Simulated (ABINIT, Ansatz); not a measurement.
# A GW chain in ABINIT: Cl (Cmce)

How does a plane-wave GW calculation on Cl (Cmce) run from the first input to the gap?

Program: ABINIT 10.8.3. Level of theory: PBE and many-body steps on it, plane waves. Values are calculated unless marked as measured.

## (1) Set-up

Symmetry: Cmce, No. 64, orthorhombic system. The conventional cell has a = 6.290 Å, b = 4.500 Å, c = 8.210 Å, α = 90.00°, β = 90.00°, γ = 90.00°. Nearest to Cl lie 1 Cl at 2.02 Å.

The cell and positions come from the Crystallography Open Database and are kept as given unless a step says otherwise.

## (2) Ground state

This step: ABINIT 10.8.3; DFT, PBE, plane waves, norm-conserving pseudopotentials.

The ground-state density comes first.

The input, run.abi:

```
acell 3*1.0 Angstrom
rprim 
  3.145000000000 -2.250000000000 0.000000000000
  3.145000000000 2.250000000000 0.000000000000
  0.000000000000 0.000000000000 8.210000000000
ntypat 1
znucl 17
natom 4
typat 1 1 1 1
xred 
  0.870000000000 0.130000000000 0.100000000000
  0.630000000000 0.370000000000 0.600000000000
  0.130000000000 0.870000000000 0.900000000000
  0.370000000000 0.630000000000 0.400000000000
pp_dirpath "pseudos"
pseudos "Cl.upf"
ecut 25
ngkpt 6 6 4
nshiftk 1
shiftk 0 0 0
kptopt 1
chksymbreak 0
nband 20
occopt 1
tolvrs 1e-10
nstep 60
prtwf 0
optforces 0
optstress 0
indata_prefix "in"
outdata_prefix "out"
tmpdata_prefix "tmp"
```

On the command line:

```sh
$ OMP_NUM_THREADS=1 mpirun -n 4 abinit run.abi > log
```

Output:

```text
.Version 10.8.3 of ABINIT. v10.8.2 released Aug 2026.

 Symmetries : space group Cm c a (# 64); Bravais oC (1-face-center ortho.)
================================================================================
 Values of the parameters that define the memory need of the present run
     intxc =       0    ionmov =       0      iscf =       7    lmnmax =       6
     lnmax =       6     mgfft =      72  mpssoang =       3    mqgrid =    3493
     natom =       4  nloc_mem =       1    nspden =       1   nspinor =       1
    nsppol =       1      nsym =       8    n1xccc =    2501    ntypat =       1
    occopt =       1   xclevel =       2
-    mband =          20        mffmem =           1         mkmem =          10
       mpw =        4710          nfft =       93312          nkpt =          39
================================================================================
  Rough estimation (10% accuracy) of disk space for files :
================================================================================

--------------------------------------------------------------------------------
------------- Echo of variables that govern the present computation ------------
--------------------------------------------------------------------------------
 -outvars: echo values of preprocessed input variables --------
            acell      1.8897261259E+00  1.8897261259E+00  1.8897261259E+00 Bohr

      chksymbreak           0
             ecut      2.50000000E+01 Hartree
-          fftalg         312

              ixc     -101130
              kpt      0.00000000E+00  0.00000000E+00  0.00000000E+00
                       1.66666667E-01  0.00000000E+00  0.00000000E+00
                       3.33333333E-01  0.00000000E+00  0.00000000E+00
                       5.00000000E-01  0.00000000E+00  0.00000000E+00
                       1.66666667E-01  1.66666667E-01  0.00000000E+00
                       3.33333333E-01  1.66666667E-01  0.00000000E+00
                       5.00000000E-01  1.66666667E-01  0.00000000E+00
                      -3.33333333E-01  1.66666667E-01  0.00000000E+00
                      -1.66666667E-01  1.66666667E-01  0.00000000E+00
   [... 28 further rows ...]
                      -3.33333333E-01  3.33333333E-01  5.00000000E-01
                       5.00000000E-01  5.00000000E-01  5.00000000E-01
         kptrlatt        6    0    0      0    6    0      0    0    4
          kptrlen      4.38451851E+01
P           mkmem          10
            natom           4
            nband          20
            ngfft          36      36      72
             nkpt          39
            nstep          60
             nsym           8
           ntypat           1
              occ      2.000000  2.000000  2.000000  2.000000  2.000000  2.000000
                       2.000000  2.000000  2.000000  2.000000  2.000000  2.000000
                       2.000000  2.000000  0.000000  0.000000  0.000000  0.000000
                       0.000000  0.000000
        optforces           0
        optstress           0
            prtwf           0
            rprim      3.1450000000E+00 -2.2500000000E+00  0.0000000000E+00
[...]
spgroup          64

           tolvrs      1.00000000E-10

             xred      8.7000000000E-01  1.3000000000E-01  1.0000000000E-01
[...]
znucl       17.00000

================================================================================

 chkinp: Checking input parameters for consistency.

================================================================================
== DATASET  1 ==================================================================
-   mpi_nproc: 4, omp_nthreads: 1 (-1 if OMP is not activated)

--- !DatasetInfo
iteration_state: {dtset: 1, }
dimensions: {natom: 4, nkpt: 39, mband: 20, nsppol: 1, nspinor: 1, nspden: 1, mpw: 4710, }
cutoff_energies: {ecut:  25.0, pawecutdg:  -1.0, }
electrons: {nelect:   2.80000000E+01, charge:   0.00000000E+00, occopt:   1.00000000E+00, tsmear:   1.00000000E-02, }

 Real(R)+Recip(G) space primitive vectors, cartesian coordinates (Bohr,Bohr^-1):
 R(1)=  5.9431887 -4.2518838  0.0000000  G(1)=  0.0841299 -0.1175949  0.0000000
 R(2)=  5.9431887  4.2518838  0.0000000  G(2)=  0.0841299  0.1175949  0.0000000
 R(3)=  0.0000000  0.0000000 15.5146515  G(3)=  0.0000000  0.0000000  0.0644552
 Unit cell volume ucvol=  7.8410265E+02 bohr^3
 Angles (23,13,12)=  9.00000000E+01  9.00000000E+01  7.11614758E+01 degrees

 getcut: wavevector=  0.0000  0.0000  0.0000  ngfft=  36  36  72
         ecut(hartree)=     25.000   => boxcut(ratio)=   2.06184

--- Pseudopotential description ------------------------------------------------
- Cl Generated using ONCVPSP code by D. R. Hamann
- 17.00000   7.00000  171031                  znucl, zion, pspdat
12 -101130 2 -1 1028                          pspcod,pspxc,lmax,lloc,mmax
     nproj     2     2     2
  pspatm : epsatm=    9.12776517
         --- l  ekb(1:nproj) -->
[...]
pspatm: atomic psp has been read  and splines computed

   1.02230970E+03                                ecore*ucvol(ha*bohr**3)
--------------------------------------------------------------------------------

_setup2: Arith. and geom. avg. npw (full set) are    4682.410    4682.398

================================================================================

--- !BeginCycle
iteration_state: {dtset: 1, }
solver: {iscf: 7, nstep: 60, nline: 4, wfoptalg: 0, }
tolerances: {tolvrs: 1.00E-10, }

     iter   Etot(hartree)      deltaE(h)  residm     vres2
 ETOT  1  -65.563017    -6.556E+01 3.387E-02 2.238E+01
 ETOT  2  -65.589224    -2.621E-02 7.050E-03 1.956E+00
 ETOT  3  -65.589587    -3.637E-04 4.864E-03 1.545E-01
 ETOT  4  -65.589622    -3.463E-05 2.148E-03 4.225E-02
 ETOT  5  -65.589627    -5.212E-06 9.614E-04 1.292E-03
 ETOT  6  -65.589627    -9.849E-08 2.168E-03 7.950E-05
 ETOT  7  -65.589627    -5.946E-09 6.894E-04 1.991E-06
 ETOT  8  -65.589627    -1.539E-10 6.133E-04 2.591E-07
 ETOT  9  -65.589627    -4.023E-11 3.831E-04 4.428E-09
 ETOT 10  -65.589627    -2.018E-12 2.141E-04 2.506E-10
 ETOT 11  -65.589627     3.979E-13 1.255E-04 5.578E-12

 At SCF step   11       vres2   =  5.58E-12 < tolvrs=  1.00E-10 =>converged.

--- !ResultsGS
iteration_state: {dtset: 1, }
comment   : Summary of ground state results
lattice_vectors:
- [  5.9431887,  -4.2518838,   0.0000000, ]
- [  5.9431887,   4.2518838,   0.0000000, ]
- [  0.0000000,   0.0000000,  15.5146515, ]
lattice_lengths: [   7.30753,    7.30753,   15.51465, ]
lattice_angles: [ 90.000,  90.000,  71.161, ] # degrees, (23, 13, 12)
lattice_volume:   7.8410265E+02
convergence: {deltae:  3.979E-13, res2:  5.578E-12, residm:  1.255E-04, diffor:  0.000E+00, }
etotal    :  -6.55896272E+01
entropy   :   0.00000000E+00
fermie    :  -3.02756789E-02
cartesian_stress_tensor: null
pressure_GPa: null
xred      :
- [  8.7000E-01,   1.3000E-01,   1.0000E-01, Cl]
- [  6.3000E-01,   3.7000E-01,   6.0000E-01, Cl]
- [  1.3000E-01,   8.7000E-01,   9.0000E-01, Cl]
- [  3.7000E-01,   6.3000E-01,   4.0000E-01, Cl]
cartesian_forces: null
force_length_stats: {min: null, max: null, mean: null, }

 Integrated electronic density in atomic spheres:
 ------------------------------------------------
 Atom  Sphere_radius  Integrated_density
[...]
4        2.00000          4.99274342
================================================================================

 ----iterations are completed or convergence reached----

 Mean square residual over all n,k,spin=   23.421E-08; max=  12.545E-05
 reduced coordinates (array xred) for    4 atoms
       0.870000      0.130000      0.100000
       0.630000      0.370000      0.600000
       0.130000      0.870000      0.900000
       0.370000      0.630000      0.400000
 rms dE/dt=  0.0000E+00; max dE/dt=  0.0000E+00; dE/dt below (all hartree)
    1       0.000000      0.000000      0.000000
    2       0.000000      0.000000      0.000000
    3       0.000000      0.000000      0.000000
    4       0.000000      0.000000      0.000000

 cartesian coordinates (angstrom) at end:
    1      3.145000    -1.665000     0.821000
    2      3.145000    -0.585000     4.926000
    3      3.145000     1.665000     7.389000
    4      3.145000     0.585000     3.284000
 length scales=  1.889726  1.889726  1.889726 bohr
              =  1.000000  1.000000  1.000000 angstroms
 prteigrs : about to open file out_EIG
 Fermi (or HOMO) energy (hartree) =  -0.03028   Average Vxc (hartree)=  -0.28844
 Eigenvalues (hartree) for nkpt=  39  k points:
 kpt#   1, nband= 20, wtk=  0.00694, kpt=  0.0000  0.0000  0.0000 (reduced coord)
  -0.64091   -0.63353   -0.49406   -0.47435   -0.22600   -0.19657   -0.12661   -0.12203
  -0.10941   -0.10909   -0.05601   -0.04507   -0.03565   -0.03234    0.06046    0.08112
   0.22390    0.24601    0.29106    0.33966
 prteigrs : prtvol=0 or 1, do not print more k-points.

--- !EnergyTerms
iteration_state     : {dtset: 1, }
comment             : Components of total free energy in Hartree
kinetic             :  2.213123E+01
hartree             :  1.261131E+01
xc                  : -1.778981E+01
Ewald energy        : -4.529352E+01
psp_core            :  1.303796E+00
local_psp           : -4.741107E+01
non_local_psp       :  8.858440E+00
total_energy        : -6.558963E+01
total_energy_eV     : -1.784785E+03
band_energy         : -6.755208E+00

== END DATASET(S) ==============================================================
================================================================================

 -outvars: echo values of variables after computation  --------
           etotal     -6.5589627206E+01
            nband          20
             nkpt          39
          spgroup          64
 [... the other variables as echoed above ...]

 Calculation completed.
```

Wall time 28 s (4 MPI ranks of Intel Xeon Platinum 8488C (Sapphire Rapids), shared host); peak memory 0.4 GiB; 1.8 min of CPU time.

Read from the output:

* total energy: -1784.7847 eV
* gap: 2.469 eV
* k of the valence top: 0.5, 0.5, 0
* k of the conduction bottom: 0, 0, 0
* least direct gap: 2.525 eV

The gap is indirect, with the least direct gap 0.06 eV higher.

(Part 1 of 3 ends here.)

[Long decimals in the printed logs are rounded to 6 places.]

[Logs are printed without paths, hosts, clocks, repeated set-up lines and the standing remarks that a program may print on its own settings, such as how far it seeks lower states.]

[Paths, hosts, dates, memory and timing lines, banners, echoed tables and standing remarks are left out of the program output; an Ansatz launch command may be rebuilt from the run's recorded settings. Measured values are a selection of at most five: reports struck by readers or far from the other reports are left out. None is set beside runs whose start may be inverted or whose files or cutoffs have a known fault.]

[Runs of the session that timed out or met a known fault of the program may be left out.]

[Hosts, paths, dates, database ids (printed as entryN), source tags and the programs' standing remarks are cut or masked in the printed files.]

[G0W0 gaps are taken among the corrected bands and points alone; a level outside them can change the order at an edge.]

[Where Ansatz stands beside ABINIT at settings called matched, ABINIT's density can come from a denser mesh and the files from another edition; pairs whose starting gaps differed by over 0.03 eV were left out, so agreement reads better than it is.]
